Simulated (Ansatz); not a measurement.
# Lattice dynamics of Pb (Fm-3m, 1 atom in the cell), part 2 of 2

The cell of Pb (Fm-3m, 1 atom in the cell) is at rest. What are its phonons?

Ansatz 0.2.0; DFT PBE, scalar-relativistic, plane waves, PAW.

So far, highest frequency on the path or at a solved wavevector (cm⁻¹): step 2 (the dispersion) 68.1.

## 3. Finite displacements in a supercell

Finite displacements in a 2×2×2 supercell give force constants from forces alone. They are exact at the wavevectors that the supercell holds, where they check the linear-response result.

Contents of input.yaml:

```yaml
crystal:
  lattice:
    - [0.0, 2.5166672848, 2.5166672848]
    - [2.5166672848, 0.0, 2.5166672848]
    - [2.5166672848, 2.5166672848, 0.0]
  atoms:
    - { symbol: Pb, position: [0.0, 0.0, 0.0] }
kpoints:
  mp_grid: { grid: [16, 16, 16] }
hamiltonian:
  xc: pbe
scf:
  occupations: { method: methfessel_paxton, width: 0.2 }
output:
  eigenvalues: true
phonons:
  method: fd
  supercell: [2, 2, 2]
  temperatures: { t_max: 1000, t_step: 50 }
  qpath:
    path:
      - [[0.0, 0.0, 0.0], [0.5, 0.0, 0.5], [0.625, 0.25, 0.625]]
      - [[0.375, 0.375, 0.75], [0.0, 0.0, 0.0], [0.5, 0.5, 0.5], [0.5, 0.25, 0.75], [0.5, 0.0, 0.5]]
    npoints: 10
```

Started as:

```sh
$ ansatz run input.yaml --threads 4 --pin off --max-ram 7168MiB --backend cpu --events-out ev --progress --plain --runs-dir out
```

Numbers of over 12 decimals in the logs are rounded to 6 here.

Output:

```text
[...]
Crystal: 8 atoms, lattice volume = 255.034 Å³
Basis set: ecut = 420 eV, 4957 PW (Γ), exchange–correlation on 96×96×96 points (8 copies of the dense FFT grid, shifted against one another)
Bands: 70, of which v1, the nominal top of the filled ones, is band 56 counted from 1 (55 counted from 0)
Symmetry: 384 space group operations
k-points: 29 of 512
[...]
SCF iter   1: F=—  HF=-95251.322704 eV  |F-HF|=—  |Δ(HF+E_count)|=         —  Δρ=6.62e-8  dr2=1.65e-11  ethr=1.00e-12  ⟨swp⟩=3.0  Hψ=5236  notcnv=0
[...]
SCF iter   2: F=-95251.322704 eV  HF=-95251.322704 eV  |F-HF|=2.91e-11  |Δ(HF+E_count)|=  1.46e-11  S|Δr|=    0.00e0  Δρ=4.40e-8  dr2=5.11e-12  ethr=1.00e-12  ⟨swp⟩=3.1  Hψ=5404  notcnv=0
SCF 1 converged in 2 iterations: F = -95251.322704 eV  dr2 = 5.11e-12
[...]
Symmetry: 8 space group operations
k-points: 59 of 512 (time reversal used)
iter 1 solved again at ethr=9.01e-9 eV; its pass at ethr=3.10e-3 eV (dr2=1.01e-5 eV) is discarded
[...]
SCF iter   7: F=-95251.322700 eV  HF=-95251.322700 eV  |F-HF|=1.46e-11  |Δ(HF+E_count)|=  1.46e-11  S|Δr|=    0.00e0  Δρ=1.75e-8  dr2=1.60e-12  ethr=1.00e-12  ⟨swp⟩=6.3  Hψ=17393  notcnv=0
SCF 2 converged in 7 iterations: F = -95251.322700 eV  dr2 = 1.60e-12
[...]
SCF converged after 2 iterations
[...]
Free energy (F): -95251.322704 eV
[...]
Internal energy: -95251.322251 eV  (E = F + TS)
E sigma→0 (E₀):  -95251.322591 eV
Entropy (-TS):   -0.000453 eV (-0.057 meV/atom)
Fermi energy:    10.307629 eV
[...]
--- Band table (eV; the first three rows and the last of 29) ---
  k-point 0: bands = [... 52 lower, 7.1608, 7.1608, 7.1608, 12.2323, 12.2323, 12.2323, 12.2323, 12.2323, ... 10 higher]
  k-point 1: bands = [... 52 lower, 7.3779, 7.3779, 7.3779, 11.8044, 11.8044, 11.8044, 12.3181, 12.3181, ... 10 higher]
  k-point 2: bands = [... 52 lower, 7.8828, 7.8828, 7.8828, 11.0350, 11.0350, 11.0350, 12.5711, 12.5711, ... 10 higher]
  k-point 28: bands = [... 52 lower, 9.4114, 9.4114, 9.4114, 9.4114, 10.7646, 10.7646, 10.7646, 10.7646, ... 10 higher]
--- Phonons: 1 displaced member + reference (amplitude 0.0025 Å, Σ member SCF iterations 7) ---
  symmetry images taken by strict's conditions (phonons.symmetry_images: auto; settled by no image being taken that strict refuses)
  ASR residual: 3.864e-6 → 0.000e0 eV/Å²; symmetrization residual: 4.441e-16 eV/Å²
  largest component of a force at the reference: 2.4e-28 eV/Å
  ASR residual per site (eV/Å²): 3.86e-6
  Γ frequencies (cm⁻¹): 0.00 0.00 0.00
[...]
```

The job ended after 19 s (4 threads of Arm Neoverse V2, shared host; peak memory 1.3 GiB).

This step gave:

```
atoms in the supercell               : 8
sum-rule residual before enforcement : 3.86e-6 eV/Å²
```

Interpolated from a 2×2×2 supercell, rough between the solved points. Phonon branches along the path, in cm⁻¹:

```csv
point,branch 1,branch 2,branch 3
Γ,0,0,0
halfway,29,29,45
X,35,35,60
halfway,35,40,60
U,34,48,56
jump to K,34,48,56
halfway,22,35,51
Γ,0,0,0
halfway,22,22,48
L,31,31,68
halfway,32,42,62
W,38,52,52
halfway,37,41,58
X,35,35,60
```

The phonon branches as a text plot (rows in cm⁻¹):

```
     67 |                                       *****
     64 |                                      *     *
     61 |           ***                       *       *        **
     58 |         **   ***   **                        *     **
     55 |        *        * *  *             *          *   *
     52 |                  *                             ***
     50 |       *         * *   *                          *
     47 |                *   **             *          **   *
     44 |      *        *        *                           *
     41 |              *       *           *          *
     38 |    **                                      *   ******
     35 |         *******       * **                *   *     ***
     33 |       **       ***                      ** ***
     30 |   *  *            *    *        *    ******
     27 |                    **               *
     24 |    **                *    *        *
     21 |  **                   * **     *  *
     18 |                        *         *
     16 |                           *
     13 |  *                      ** *    *
     10 | *                         *   **
      7 | *                          *
      4 |                            *  *
      1 |*                            **
         Γ           X  U|K            Γ         L        W     X
```

Tetrahedra on a 22×22×22 mesh, mean over bins of 1 cm-1. Interpolated from a 2×2×2 supercell, rough between the solved points. Phonon density of states against wavenumber; read off at these points:

```csv
wavenumber (cm⁻¹),phonon density of states (1/cm⁻¹/cell)
0.5,1.0e-5
2.5,1.2e-4
5.5,9.3e-4
7.5,0.00176
9.5,0.00311
12.5,0.00564
14.5,0.00803
16.5,0.0110
19.5,0.0172
21.5,0.0230
23.5,0.0305
26.5,0.0485
28.5,0.0696
30.5,0.126
31.5,0.143
33.5,0.139
35.5,0.127
38.5,0.0535
40.5,0.0529
42.5,0.0524
45.5,0.0497
47.5,0.0467
49.5,0.0412
52.5,0.0219
54.5,0.0493
56.5,0.116
57.5,0.141
59.5,0.0740
61.5,0.0369
63.5,0.0269
66.5,0.0133
68.5,0
```

On this path the spectrum ends at 68.1 cm⁻¹ (at L). No branch goes imaginary on this path.

## 4. What came out

- space group (within 0.01 Å): Fm-3m
- volume per atom: 31.9 Å³
- electronic character: no gap on this mesh
- lowest mode on the q mesh (acoustic modes at Γ apart): 23.3 cm⁻¹
- highest frequency on the path or at a solved wavevector: 68.1 cm⁻¹
- zero-point energy per atom: 8.61 meV
- heat capacity at 300 K: 24.8 J/(mol atoms K)
- vibrational entropy at 300 K: 63.7 J/(mol atoms K)
- Debye temperature (second moment): 89 K
- imaginary modes on the 4×4×4 q mesh: none

The structure is a minimum as far as tested: no mode is imaginary at the 8 irreducible wavevectors of the 4×4×4 mesh, and the softest away from the acoustic zeros lies at 23 cm⁻¹. With no gap, or one that is small against the smearing, the frequencies hang on the k mesh and the smearing, most of all near Kohn anomalies. Spin-orbit coupling is left out, which can matter for the heavy elements here. A phonon run warned that its eigensolver left some bands unconverged in a pass. These are harmonic frequencies at zero temperature: anharmonic shifts, linewidths and thermal expansion are left out.

[Logs are printed without paths, hosts, clocks, repeated set-up lines and the standing remarks that a program may print on its own settings, such as how far it seeks lower states.]

[Hosts, paths, dates, database ids (printed as entryN), source tags and the programs' standing remarks are cut or masked in the printed files.]
